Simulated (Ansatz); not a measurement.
# How KI absorbs and reflects light

What colour and refractive index does KI have at this level of theory?

Calculated with Ansatz 0.2.0; DFT, PBE, plane-wave PAW, default files, scalar-relativistic, independent-particle optical response without local fields.

The raw output is cut from this account; settings, times and results stay.

**1. Set-up**

Symmetry: Fm-3m, No. 225, cubic system. Conventional cell: a = 7.066 Å, b = 7.066 Å, c = 7.066 Å, α = 90.00°, β = 90.00°, γ = 90.00°. Nearest to I lie 6 K at 3.53 Å. Nearest to K lie 6 I at 3.53 Å. Farther neighbours, and contacts between anions beyond the nearest, are not listed.

**2. Ground state and bands**

First the ground state: is it a metal or has it a gap?

This step: DFT, PBE, plane-wave PAW, default files, scalar-relativistic, ground state (Ansatz 0.2.0).

The input, input.yaml:

```yaml
crystal:
  lattice:
    - [0.0, 3.532775, 3.532775]
    - [3.532775, 0.0, 3.532775]
    - [3.532775, 3.532775, 0.0]
  atoms:
    - { symbol: I, position: [0.5, 0.5, 0.5] }
    - { symbol: K, position: [0.0, 0.0, 0.0] }
kpoints:
  mp_grid: { grid: [6, 6, 6] }
  band_path:
    path:
      - [[0.0, 0.0, 0.0], [0.5, 0.0, 0.5], [0.5, 0.25, 0.75], [0.375, 0.375, 0.75], [0.0, 0.0, 0.0], [0.5, 0.5, 0.5], [0.625, 0.25, 0.625], [0.5, 0.25, 0.75], [0.5, 0.5, 0.5], [0.375, 0.375, 0.75]]
      - [[0.625, 0.25, 0.625], [0.5, 0.0, 0.5]]
    npoints: 6
scf:
  occupations: { method: fermi_dirac, width: 0.05 }
  n_extra_bands: 6
hamiltonian:
  xc: pbe
  pseudopotentials: { kind: paw }
output:
  forces: true
  stress: true
  populations: true
  write_bands: true
  write_density: true
  write_potential: true
  elf: true
  volumetric_format: npy
```

Run with:

```console
$ ansatz run input.yaml --threads 4 --pin off --max-ram 8192MiB --backend cpu --events-out ev --progress --plain --runs-dir out
```

Wall time 4.4 s (4 threads of Intel Xeon Platinum 8488C (Sapphire Rapids), shared host); peak memory 0.46 GiB; 4 s of CPU time.

This step gave:

```
free energy                  : -9053.6899 eV
Fermi energy                 : 4.301 eV
gap by band count            : 3.967 eV
electrons                    : 26
symmetry operations          : 48
pressure                     : 0.5858 GPa
gap on the k-mesh            : 3.967 eV
volume                       : 88.18 Å³
gap on the path              : 3.967 eV
least direct gap on the path : 3.967 eV
```

There is a gap, 3.97 eV on the path, so no carriers' term is needed. The cell is left with a pressure of 0.6 GPa, as it stands unrelaxed at this level.

Electronic bands along the path, in eV, zero at the Fermi level; v1 is the highest filled band, c1 the lowest empty one:

```tsv
point	v3	v2	v1	c1	c2	c3	c4
Γ	-2.04	-2.04	-2.04	1.93	4.47	4.47	4.47
halfway	-2.82	-2.24	-2.24	3.26	3.50	5.58	5.86
X	-3.03	-2.40	-2.40	2.91	3.74	6.07	6.67
halfway	-2.96	-2.52	-2.52	3.33	4.14	5.85	6.28
W	-2.76	-2.76	-2.63	4.44	4.44	4.61	6.15
halfway	-2.85	-2.76	-2.50	3.83	4.61	5.14	6.20
K	-2.89	-2.79	-2.42	3.58	4.61	5.59	6.24
halfway	-2.90	-2.34	-2.27	3.51	4.26	5.17	5.37
Γ	-2.04	-2.04	-2.04	1.93	4.47	4.47	4.47
halfway	-2.79	-2.21	-2.21	3.03	4.54	5.08	5.08
L	-3.35	-2.37	-2.37	3.49	5.67	6.13	6.13
halfway	-3.19	-2.55	-2.39	3.87	5.02	5.51	6.30
U	-2.89	-2.79	-2.42	3.58	4.61	5.59	6.24
halfway	-2.85	-2.76	-2.50	3.83	4.61	5.14	6.20
W	-2.76	-2.76	-2.63	4.44	4.44	4.61	6.15
halfway	-3.14	-2.58	-2.42	4.01	4.82	5.36	6.23
L	-3.35	-2.37	-2.37	3.49	5.67	6.13	6.13
halfway	-3.19	-2.55	-2.39	3.87	5.02	5.51	6.30
K	-2.89	-2.79	-2.42	3.58	4.61	5.59	6.24
jump to U	-2.89	-2.79	-2.42	3.58	4.61	5.59	6.24
halfway	-2.99	-2.52	-2.41	3.11	3.98	6.18	6.30
X	-3.03	-2.40	-2.40	2.91	3.74	6.07	6.67
```

Electrostatic potential energy in the ac plane of the conventional cell at fractional y = 0.000, with atoms of I and K within 0.2 Å of it. With pseudopotentials it is smooth inside the atoms' cores, unlike the true potential.

Values in eV, 11 rows by 16 columns, each cell a mean:
```
-34 -22  -1   5   6   1 -12  -3   0 -11  -5   5   6   3 -12 -32
 -3   1   5   7   7   6   1  -5  -7  -2   5   7   7   6   3  -2
  6   6   7   8   8   7   7   6   6   6   7   8   8   7   7   6
 -2   2   6   7   7   6   4   2   1   3   5   7   7   7   4  -1
 -5 -12  -2   6   6   3  -8 -25 -29 -15   1   6   6   2 -10  -8
  7  -7  -8   5   6   2 -19 -37 -38 -29  -3   5   6  -1 -13   5
-10 -10   1   6   6   4  -3 -17 -20  -8   2   6   7   4  -7 -11
  3   5   7   8   7   7   5   4   4   5   6   7   8   7   6   3
  5   6   7   7   8   7   6   5   5   6   7   8   8   7   6   5
-11  -3   4   6   7   5  -3 -10 -10  -6   3   7   7   5   0  -9
-37 -27  -2   5   6  -1 -13   2   5  -9  -7   5   6   2 -16 -36
```

Valence density in the ac plane of the conventional cell at fractional y = 0.000, with atoms of I and K within 0.2 Å of it. It is the smooth field of the valence electrons, not physical close to the nuclei.

Values in e/Å³, 11 rows by 16 columns, each cell a mean:
```
 3  2  0  0  0  0  1  7  9  3  1  0  0  0  1  3
 0  0  0  0  0  0  0  1  1  0  0  0  0  0  0  0
 0  0  0  0  0  0  0  0  0  0  0  0  0  0  0  0
 0  0  0  0  0  0  0  0  0  0  0  0  0  0  0  0
 6  2  0  0  0  0  1  2  2  1  0  0  0  0  1  4
15  5  1  0  0  0  1  4  4  2  0  0  0  0  2 11
 3  1  0  0  0  0  0  1  2  1  0  0  0  0  1  2
 0  0  0  0  0  0  0  0  0  0  0  0  0  0  0  0
 0  0  0  0  0  0  0  0  0  0  0  0  0  0  0  0
 1  0  0  0  0  0  0  1  1  1  0  0  0  0  0  1
 4  2  0  0  0  0  2 10 13  4  1  0  0  0  1  3
```

**3. Spectrum**

With the density converged, the vertical transitions are summed over the zone.

This step: DFT, PBE, plane-wave PAW, default files, scalar-relativistic, independent-particle optical response without local fields (Ansatz 0.2.0).

input.yaml, the sections that differ from step 2:

```yaml
kpoints:
  mp_grid: { grid: [6, 6, 6] }
scf:
  occupations: { method: fixed }
output:
  optics:
    e_range: [0, 20]
    de: 0.05
    sigma: 0.1
    nscf_kmesh: { grid: [6, 6, 6] }
    bands: { spectra_wanted_up_to: 20 }
# crystal, hamiltonian: as in step 2
```

It took 4 s on 4 threads; peak memory 0.74 GiB; 14 s of CPU time.

Numbers from this step:

```
electronic dielectric constant ε∞, mean of the axes                                   : 3.239
absorption onset, first axis (α over 10⁴ cm⁻¹, or the direct gap if that lies higher) : 3.968 eV
main peak of Im epsilon, first axis                                                   : 7.732 eV
centre of weight of the strongest loss peak in the window                             : 10.22 eV
least direct gap on the mesh                                                          : 3.967 eV
bands summed                                                                          : 50
spectra valid up to                                                                   : 27.32 eV
program's estimate of the k-sum error in Im epsilon                                   : 0.19 %
electrons in the f-sum                                                                : 18.83
```

The Im ε, any direction has structure finer than the step of the table below, so its rows give means over 0.5 eV. Peaks (eV: height): 5.95: 6.63, 7.75: 6.82, 10.90: 1.47, 13.00: 1.77.

Im ε, any direction against photon energy; means over each step:

```tsv
photon energy (eV)	Im ε, any direction
3.5	6.9e-6
4.0	0.193
4.5	0.681
5.0	1.07
5.5	3.22
6.0	6.39
6.5	5.05
7.0	3.52
7.5	5.42
8.0	4.72
8.5	3.43
9.0	2.95
9.5	1.38
10.0	0.551
10.5	0.689
11.0	1.14
11.5	0.504
12.0	0.438
12.5	1.30
13.0	1.59
13.5	0.894
14.0	0.562
14.5	0.297
15.0	0.289
15.5	0.359
16.0	0.306
16.5	0.251
17.0	0.279
17.5	0.470
18.0	0.582
18.5	0.612
19.0	0.747
19.5	0.895
```

Table of Re ε, any direction by photon energy:

photon energy (eV), Re ε, any direction and a bar from the least value:
```
      0.0       3.24 ################
      0.5       3.25 ################
      1.0       3.28 ################
      1.5       3.34 #################
      2.0       3.43 #################
      2.5       3.56 #################
      3.0       3.76 ##################
      3.5       4.06 ###################
      4.0       4.73 #####################
      4.5       5.04 #######################
      5.0       5.70 #########################
      5.5       7.23 ##############################
      6.0       4.46 #####################
      6.5       1.19 #########
      7.0       2.21 #############
      7.5       2.83 ###############
      8.0      -1.40 
      8.5      -0.26 ####
      9.0      -1.41 
      9.5      -1.54 
     10.0      -0.48 ####
     10.5       0.43 #######
     11.0      -0.08 #####
     11.5       0.36 #######
     12.0       1.07 #########
     12.5       1.15 #########
     13.0       0.45 #######
     13.5      -0.28 ####
     14.0       0.22 ######
     14.5       0.35 ######
     15.0       0.69 ########
     15.5       0.71 ########
     16.0       0.77 ########
     16.5       0.91 ########
     17.0       1.11 #########
     17.5       1.21 #########
     18.0       1.14 #########
     18.5       1.17 #########
     19.0       1.20 #########
     19.5       1.11 #########
     20.0       1.37 ##########
```

Values under 1 per cm are given as 1. Absorption coefficient, any direction against photon energy:

```tsv
photon energy (eV)	absorption coefficient, any direction (1/cm)
0.00	1
1.00	1
2.00	1
3.00	1
4.00	14723
5.00	1.1e5
6.00	8.1e5
7.00	6.8e5
8.00	1.4e6
9.00	1.4e6
10.00	7.9e5
11.00	9.3e5
12.00	1.9e5
13.00	1.1e6
14.00	6.2e5
15.00	2.5e5
16.00	2.8e5
17.00	2.1e5
18.00	4.8e5
19.00	6.3e5
20.00	6.7e5
```

Refractive index n and extinction k against photon energy:

```tsv
photon energy (eV)	n	k
0	1.80	0
1	1.81	0
2	1.85	0
3	1.94	0
4	2.18	0.0363
5	2.40	0.219
6	2.49	1.32
7	1.77	0.965
8	1.30	1.76
9	1.00	1.55
10	0.362	0.780
11	0.779	0.830
12	1.05	0.159
13	1.07	0.830
14	0.640	0.437
15	0.846	0.166
16	0.892	0.173
17	1.06	0.122
18	1.10	0.265
19	1.14	0.327
20	1.22	0.331
```

The loss function −Im 1/ε at q → 0, any direction has structure finer than the step of the table below, so its rows give means over 1 eV. Peaks (eV: height): 10.2: 2.42, 11.3: 1.82, 14.3: 2.05.

Table of loss function −Im 1/ε at q → 0, any direction by energy loss; means over each step:

energy loss (eV), loss function −Im 1/ε at q → 0, any direction and a bar:
```
        3       0.00 
        4       0.01 
        5       0.03 #
        6       0.11 ##
        7       0.20 ####
        8       0.22 ####
        9       0.28 #####
       10       1.12 ####################
       11       1.05 ###################
       12       0.61 ###########
       13       0.62 ###########
       14       1.65 ##############################
       15       0.68 ############
       16       0.45 ########
       17       0.24 ####
       18       0.34 ######
       19       0.36 #######
```

From ε follow the optical constants at some laser lines:

```tsv
wavelength (nm)	n	k	R (%)	1/α
1550	1.81	0.000	8.3	over 1 mm
1064	1.82	0.000	8.4	over 1 mm
633	1.85	0.000	8.9	over 1 mm
532	1.87	0.000	9.3	over 1 mm
450	1.91	0.000	9.8	over 1 mm
405	1.95	0.000	10.3	over 1 mm
248	2.40	0.219	17.3	90 nm
```

Rows near the edge hang on the gap, which this functional as a rule makes too small, and phonon-assisted absorption over an indirect gap is left out.

Through 1 µm of it, D65 light comes out colourless (x = 0.314, y = 0.331; 83 % transmitted).

The first strong peak, at 5.97 eV, fits the highest filled and the lowest empty band, which run nearly parallel at that distance over 62 % of L–K; the match rests on energies alone.

The f-sum over the summed bands holds 18.8 of the cell's 26 electrons outside the frozen cores, 20 of which lie in bands more than 12 eV below the Fermi level, whose transitions come at higher energies. Up to 20 eV the strength has a mean oscillator energy of 8.4 eV, close to the main peak.

**4. Static response with local fields**

Perturbation theory gives the static response with local fields and the functional's kernel, and it needs no empty bands.

This step: DFT, PBE, plane-wave PAW, default files, scalar-relativistic, static field response by perturbation theory with local fields (Ansatz 0.2.0).

input.yaml, the sections that differ from step 3:

```yaml
dielectric: {}
# crystal, kpoints, scf, hamiltonian: as in step 3
# output: removed
```

It took 8.2 s on 4 threads; peak memory 0.62 GiB; 29 s of CPU time.

Numbers from this step:

```
electronic dielectric constant ε∞, mean of the axes : 2.873
```

ε∞ with local fields:

```
2.87 0.00 0.00
0.00 2.87 0.00
0.00 0.00 2.87
```

Diagonal elements. Born, by row:

```tsv
atom	Z*xx (e)	Z*yy (e)	Z*zz (e)
I1	-1.142	-1.142	-1.142
K2	1.142	1.142	1.142
```

Mean Born charges are I -1.14 and K +1.14, against formal valences of -1 and +1. The largest lies a little above its ionic value.

**5. Results**

| Item | Value |
| --- | --- |
| gap on the path | 3.97 eV |
| least direct gap on the path | 3.97 eV |
| electronic dielectric constant ε∞, mean of the axes (independent particles) | 3.24 |
| absorption onset, first axis (α over 10⁴ cm⁻¹, or the direct gap if that lies higher) | 3.97 eV |
| main peak of Im epsilon, first axis | 7.73 eV |
| centre of weight of the strongest loss peak in the window, first axis | 10.2 eV |
| electronic dielectric constant ε∞, mean of the axes (static response with local fields) | 2.87 |

What this shows: At this level (PBE, independent particles) KI has ε∞ = 3.24 (2.87 with local fields) and n = 1.81 at 1550 nm; absorption sets in near 4.0 eV, and Im ε peaks at 7.7 eV. The gap on the path is direct, 3.97 eV. Absorption is strong from the direct gap on, 3.97 eV, in the ultraviolet, so the visible is passed. The strongest loss structure up to 20 eV has its centre of weight at 10.2 eV; a free-electron gas of the 18.8 electrons in the f-sum would put its plasmon at 17.2 eV. Im ε has its chief maxima at 5.97 eV (6.6), 7.73 eV (6.8), 8.55 eV (3.6) and 12.99 eV (1.8). The first strong peak, at 5.97 eV, fits the highest filled and the lowest empty band, which run nearly parallel at that distance over 62 % of L–K; the match rests on energies alone. Through 1 µm of it, D65 light comes out colourless (x = 0.314, y = 0.331; 83 % transmitted). With local fields and the functional's kernel the static response is 2.87 against 3.24 for independent particles (-11 %). In the base spectrum excitons and phonon-assisted transitions are missing, and so are local fields; PBE gaps are as a rule too small, which pulls the onset down and ε∞ up. In the base run ε includes the program's bounded estimate of what the bands above those summed add. Spin-orbit coupling is left out although heavy atoms are present.

[Long decimals in the printed logs are rounded to 6 places.]

[Logs are printed without paths, hosts, clocks, repeated set-up lines and the standing remarks that a program may print on its own settings, such as how far it seeks lower states.]

[Hosts, paths, dates, database ids (printed as entryN), source tags and the programs' standing remarks are cut or masked in the printed files.]

[Where the starting crystal was built by hand or by swapping elements, it need not be the compound's stable phase.]

[The count of steps not shown may lack steps that the program refused or didn't finish.]
